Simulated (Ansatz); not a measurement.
# The perfect GaP wire along [111], 26 atoms a period, H-terminated, part 2 of 2

What gap, if any, does the GaP wire along [111], 26 atoms a period, H-terminated have, and how does it change with the functional?

Ansatz 0.2.0; DFT PBE, plane waves, PAW; relaxation of a wire's period; PAW set soft_1 (the session's first sound run).

So far. Step 2 (Relaxing the period): The cell's length comes to 9.456 Å with spin left out.

## (3) The perfect wire

This step: DFT PBE, plane waves, PAW; bands of a perfect wire; PAW set soft_1 (Ansatz 0.2.0).

At the relaxed period the bands are computed along the axis; those that cross an energy going forward count the channels that a perfect wire would open there.

input.yaml reads:

```yaml
crystal:
  lattice:
    - [17.172, 0.0, 0.0]
    - [0.0, 16.386, 0.0]
    - [0.0, 0.0, 9.4563845977]
  atoms:
    - { symbol: Ga, position: [0.388050067, 0.436708566, 0.005715007] }
    - { symbol: Ga, position: [0.500012984, 0.639933544, 0.005656376] }
    - { symbol: P, position: [0.39295379, 0.43952607, 0.254964133] }
    - { symbol: P, position: [0.500012984, 0.633904112, 0.254935888] }
    - { symbol: P, position: [0.607072178, 0.43952607, 0.254964133] }
    - { symbol: H, position: [0.308219341, 0.620287707, 0.270033382] }
    - { symbol: H, position: [0.500012984, 0.272189953, 0.270025067] }
    - { symbol: H, position: [0.691806627, 0.620287707, 0.270033382] }
    - { symbol: H, position: [0.324199987, 0.397876845, 0.298134344] }
    - { symbol: H, position: [0.500012984, 0.717108095, 0.298212534] }
    - { symbol: H, position: [0.675825981, 0.397876845, 0.298134344] }
    - { symbol: Ga, position: [0.379823408, 0.577059757, 0.341197027] }
    - { symbol: Ga, position: [0.500012984, 0.358822474, 0.341138693] }
    - { symbol: Ga, position: [0.62020256, 0.577059757, 0.341197027] }
    - { symbol: P, position: [0.38326093, 0.574903688, 0.590271772] }
    - { symbol: P, position: [0.500012984, 0.362965136, 0.59024667] }
    - { symbol: P, position: [0.616765038, 0.574903688, 0.590271772] }
    - { symbol: H, position: [0.196346493, 0.588971742, 0.639178193] }
    - { symbol: H, position: [0.244365128, 0.430669167, 0.591971285] }
    - { symbol: H, position: [0.311470325, 0.308607231, 0.591315039] }
    - { symbol: H, position: [0.278076337, 0.737350811, 0.639355437] }
    - { symbol: H, position: [0.418400114, 0.186219285, 0.639885549] }
    - { symbol: H, position: [0.432881293, 0.773031992, 0.591421324] }
    - { symbol: H, position: [0.567144675, 0.773031992, 0.591421324] }
    - { symbol: H, position: [0.581625854, 0.186219285, 0.639885549] }
    - { symbol: H, position: [0.721949631, 0.737350811, 0.639355437] }
    - { symbol: H, position: [0.688555643, 0.308607231, 0.591315039] }
    - { symbol: H, position: [0.75566084, 0.430669167, 0.591971285] }
    - { symbol: H, position: [0.803679475, 0.588971742, 0.639178193] }
    - { symbol: Ga, position: [0.257910666, 0.518985161, 0.648057415] }
    - { symbol: Ga, position: [0.391182465, 0.277085326, 0.648138337] }
    - { symbol: Ga, position: [0.366754941, 0.716688856, 0.648015995] }
    - { symbol: Ga, position: [0.500012984, 0.504289041, 0.658212312] }
    - { symbol: Ga, position: [0.633271027, 0.716688856, 0.648015995] }
    - { symbol: Ga, position: [0.608843503, 0.277085326, 0.648138337] }
    - { symbol: Ga, position: [0.742115302, 0.518985161, 0.648057415] }
    - { symbol: P, position: [0.273710618, 0.496310058, 0.90531273] }
    - { symbol: P, position: [0.38009346, 0.303127585, 0.905222403] }
    - { symbol: P, position: [0.393596087, 0.713880655, 0.905188248] }
    - { symbol: P, position: [0.500012984, 0.504399977, 0.914615209] }
    - { symbol: P, position: [0.606429881, 0.713880655, 0.905188248] }
    - { symbol: P, position: [0.619932508, 0.303127585, 0.905222403] }
    - { symbol: P, position: [0.726315351, 0.496310058, 0.90531273] }
    - { symbol: H, position: [0.212363335, 0.447850538, 0.961764064] }
    - { symbol: H, position: [0.25930105, 0.567319254, 0.987531346] }
    - { symbol: H, position: [0.309356426, 0.271638666, 0.961547444] }
    - { symbol: H, position: [0.327760051, 0.69160278, 0.987669934] }
    - { symbol: H, position: [0.403076539, 0.793857152, 0.961275132] }
    - { symbol: H, position: [0.431533655, 0.254634054, 0.987686402] }
    - { symbol: H, position: [0.568492313, 0.254634054, 0.987686402] }
    - { symbol: H, position: [0.596949429, 0.793857152, 0.961275132] }
    - { symbol: H, position: [0.672265917, 0.69160278, 0.987669934] }
    - { symbol: H, position: [0.690669542, 0.271638666, 0.961547444] }
    - { symbol: H, position: [0.740724918, 0.567319254, 0.987531346] }
    - { symbol: H, position: [0.787662633, 0.447850538, 0.961764064] }
    - { symbol: Ga, position: [0.611975901, 0.436708566, 0.005715007] }
kpoints:
  mp_grid: { grid: [1, 1, 9] }
  band_path: { path: ["Γ", Z], npoints: 90 }
scf:
  occupations: { method: fermi_dirac, width: 0.05 }
hamiltonian:
  xc: pbe
  pseudopotentials: { kind: paw, azcp: { folder: soft_1 } }
output:
  dos: { e_range: [-5, 4] }
  write_potential: true
  write_density: true
  volumetric_format: npy
```

Run with:

```console
> ansatz run input.yaml --threads 4 --pin off --max-ram 16384MiB --backend cpu --events-out ev --progress --plain --runs-dir out
```

Numbers of over 12 decimals in the logs are rounded to 6 here.

Log:

```text
[...]
Crystal: 56 atoms, lattice volume = 2660.841 Å³
Basis set: ecut = 420 eV, 52045 PW (Γ)
Bands: 188, of which v1, the nominal top of the filled ones, is band 132 counted from 1 (131 counted from 0)
Symmetry: 2 space group operations
[...]
k-points: 5 of 9 (time reversal used)
[...]
SCF iter   1: F=—  HF=-59493.416635 eV  |F-HF|=—  |Δ(HF+E_count)|=         —  Δρ=3.65e-2  dr2=3.30e1  ethr=3.10e-3  ⟨swp⟩=8.8  Hψ=4901  notcnv=0  defer=74
[...]
SCF iter  11: F=-59482.832820 eV  HF=-59482.832820 eV  |F-HF|=2.42e-9  |Δ(HF+E_count)|=   5.13e-8  Δρ=6.30e-7  dr2=1.26e-8  ethr=3.79e-11  ⟨swp⟩=18.6  Hψ=6332  notcnv=0
SCF 1 converged in 11 iterations: F = -59482.832820 eV  dr2 = 1.26e-8
[...]
NSCF: frozen V_eff on 91 k-points
WARN: pass on a band path, mesh or list of k-points: the 91 k-points are solved 20 at a time at the most, because the 14.40 GiB of host memory that the pass is priced against does not hold them all with the solver's workspace as planned. The pass can take longer, above all where fewer k-points are solved at a time than the run has threads. As a rule a larger memory budget leaves room for more at once. The budget is what a run with no `--max-ram-frac` typed is planned for, 0.8 of the host's memory or its container's limit. More memory there lifts it, and so does a share over 0.88 that is typed (of such a share the budget is ten elevenths): [rest of the remark cut]
WARN: The output density's exchange-correlation potential varies sharply where the density is thin. Do not read a vacuum level from v_tot or v_xc, or from such a field of the output density. On a cell that repeats whose density bears no net charge and no dipole along the vacuum's axis use v_es (v_loc + v_h of the components); under efield.dipole_correction with no amplitude use v_es + v_field, which holds any externa [...]
SCF converged after 11 iterations
Free energy (F): -59482.832820 eV
[...]
Internal energy: -59482.832820 eV  (E = F + TS)
E sigma→0 (E₀):  -59482.832820 eV
Fermi energy:    -1.600444 eV
[...]
--- Band table (eV; the first three rows and the last of 5) ---
  k-point 0: bands = [... 128 lower, -3.4101, -3.4099, -3.3967, -3.1174, -0.0603, 0.1627, 0.4534, 0.4538, ... 52 higher]
  k-point 1: bands = [... 128 lower, -3.4121, -3.4120, -3.3909, -3.1647, -0.0403, 0.1919, 0.4139, 0.4163, ... 52 higher]
  k-point 2: bands = [... 128 lower, -3.4179, -3.4178, -3.3775, -3.3025, 0.0135, 0.2525, 0.3209, 0.3259, ... 52 higher]
  k-point 4: bands = [... 128 lower, -3.6955, -3.4315, -3.4311, -3.3563, 0.1416, 0.1447, 0.1485, 0.2752, ... 52 higher]
```

It took 31 min on 4 threads of Arm Neoverse V1, shared host; peak memory 12 GiB; 2.1 h of CPU time.

The column dr2 measures how far the density is from self-consistency, as an energy; F and HF (Harris–Foulkes) agree once it is small.

Numbers from this step:

| Quantity | Value |
| --- | --- |
| band gap | 3.057 eV |

The electronic bands at the labelled points (eV, zero at the Fermi level; v1 is the highest filled band, c1 the lowest empty one):

| point | v4 | v3 | v2 | v1 | c1 | c2 | c3 | c4 |
| --- | --- | --- | --- | --- | --- | --- | --- | --- |
| Γ | -1.81 | -1.81 | -1.80 | -1.52 | 1.54 | 1.76 | 2.05 | 2.05 |
| halfway | -1.82 | -1.82 | -1.77 | -1.75 | 1.63 | 1.87 | 1.89 | 1.90 |
| Z | -2.09 | -1.83 | -1.83 | -1.75 | 1.74 | 1.74 | 1.75 | 1.87 |

The gap is 3.06 eV, with spin left out.

The path shows a direct gap of 3.06 eV (valence top at Γ, conduction bottom at Γ).

## (4) Levels at the same atoms, cutoff 500 eV, k-mesh 1×1×7

This step: DFT r2SCAN, plane waves, PAW; bands of a perfect wire at the PBE geometry; PAW set soft_1 (Ansatz 0.2.0).

The atoms stay at the PBE geometry and the functional changes. r2SCAN also reads the kinetic-energy density; it often gives larger moments and wider gaps than PBE, at a higher cost. Against the first PBE run of this kind, the cutoff is 500 eV against 420 and the mesh along the wire has 7 points against 9.

Changes to input.yaml since step 3:

```diff
@@ -63,3 +63,3 @@
 kpoints:
-  mp_grid: { grid: [1, 1, 9] }
+  mp_grid: { grid: [1, 1, 7] }
   band_path: { path: ["Γ", Z], npoints: 90 }
@@ -68,8 +68,3 @@
 hamiltonian:
-  xc: pbe
+  xc: r2scan
   pseudopotentials: { kind: paw, azcp: { folder: soft_1 } }
-output:
-  dos: { e_range: [-5, 4] }
-  write_potential: true
-  write_density: true
-  volumetric_format: npy
```

Log:

```text
[...]
Crystal: 56 atoms, lattice volume = 2660.841 Å³
Basis set: ecut = 500 eV, 67639 PW (Γ), exchange–correlation on 512×480×288 points (64 copies of the dense FFT grid, shifted against one another)
Bands: 188, of which v1, the nominal top of the filled ones, is band 132 counted from 1 (131 counted from 0)
Symmetry: 2 space group operations
[...]
k-points: 4 of 7 (time reversal used)
[...]
SCF iter   1: F=—  HF=-59632.582240 eV  |F-HF|=—  |Δ(HF+E_count)|=         —  Δρ=3.59e-2  dr2=3.01e1  dr2_τ=4.48e-1  ethr=3.10e-3  ⟨swp⟩=9.0  Hψ=4000  notcnv=0  defer=71
[...]
SCF iter  10: F=-59625.981353 eV  HF=-59625.981353 eV  |F-HF|=5.59e-8  |Δ(HF+E_count)|=   1.55e-6  Δρ=1.55e-6  dr2=6.58e-8  dr2_τ=1.75e-9  ethr=3.79e-11  ⟨swp⟩=18.2  Hψ=5148  notcnv=0
SCF 1 converged in 10 iterations: F = -59625.981353 eV  dr2 = 6.58e-8
[...]
SCF converged after 10 iterations
Free energy (F): -59625.981353 eV
[...]
Internal energy: -59625.981353 eV  (E = F + TS)
E sigma→0 (E₀):  -59625.981353 eV
Fermi energy:    -1.638226 eV
[...]
--- Band table (eV) ---
  k-point 0: bands = [... 128 lower, -3.6422, -3.6411, -3.6372, -3.3238, 0.0726, 0.3206, 0.5806, 0.5810, ... 52 higher]
  k-point 1: bands = [... 128 lower, -3.6447, -3.6445, -3.6281, -3.4050, 0.1040, 0.3672, 0.5240, 0.5265, ... 52 higher]
  k-point 2: bands = [... 128 lower, -3.6532, -3.6531, -3.6368, -3.6086, 0.1821, 0.4119, 0.4161, 0.4341, ... 52 higher]
  k-point 3: bands = [... 128 lower, -3.9347, -3.6620, -3.6615, -3.5952, 0.2646, 0.3156, 0.3193, 0.4180, ... 52 higher]
```

Wall time 51 min (4 threads); peak memory 13 GiB; 3.4 h of CPU time.

This step gave:

| Property | Result |
| --- | --- |
| band gap | 3.396 eV |

The electronic bands at the labelled points (eV, zero at the Fermi level; v1 is the highest filled band, c1 the lowest empty one):

| point | v4 | v3 | v2 | v1 | c1 | c2 | c3 | c4 |
| --- | --- | --- | --- | --- | --- | --- | --- | --- |
| Γ | -2.00 | -2.00 | -2.00 | -1.69 | 1.71 | 1.96 | 2.22 | 2.22 |
| halfway | -2.01 | -2.01 | -1.98 | -1.93 | 1.80 | 2.06 | 2.08 | 2.09 |
| Z | -2.29 | -2.03 | -2.02 | -1.96 | 1.92 | 1.94 | 1.94 | 2.05 |

The gap is 3.40 eV, against 3.06 eV under PBE at the relaxed period.

## (5) Outcome

* cell length, PBE: 9.456 Å
* gap, PBE: 3.06 eV
* gap, r2SCAN: 3.40 eV

In words: Under PBE the cell's length is 9.46 Å, and a gap of 3.06 eV makes it a semiconductor. At the relaxed period the wire is gapped under every functional, from 3.06 eV (PBE) to 3.40 eV (r2SCAN). Weak screening in one dimension makes quasiparticle gaps larger than the semilocal gaps, as a rule. Plain hydrogen on a compound's surface is a simple closure: it may leave surface states, and facets that end in unlike atoms put a field across the wire, both of which shrink the gap.

[Logs are printed without paths, hosts, clocks, repeated set-up lines and the standing remarks that a program may print on its own settings, such as how far it seeks lower states.]

[Hosts, paths, dates, database ids (printed as entryN), source tags and the programs' standing remarks are cut or masked in the printed files.]
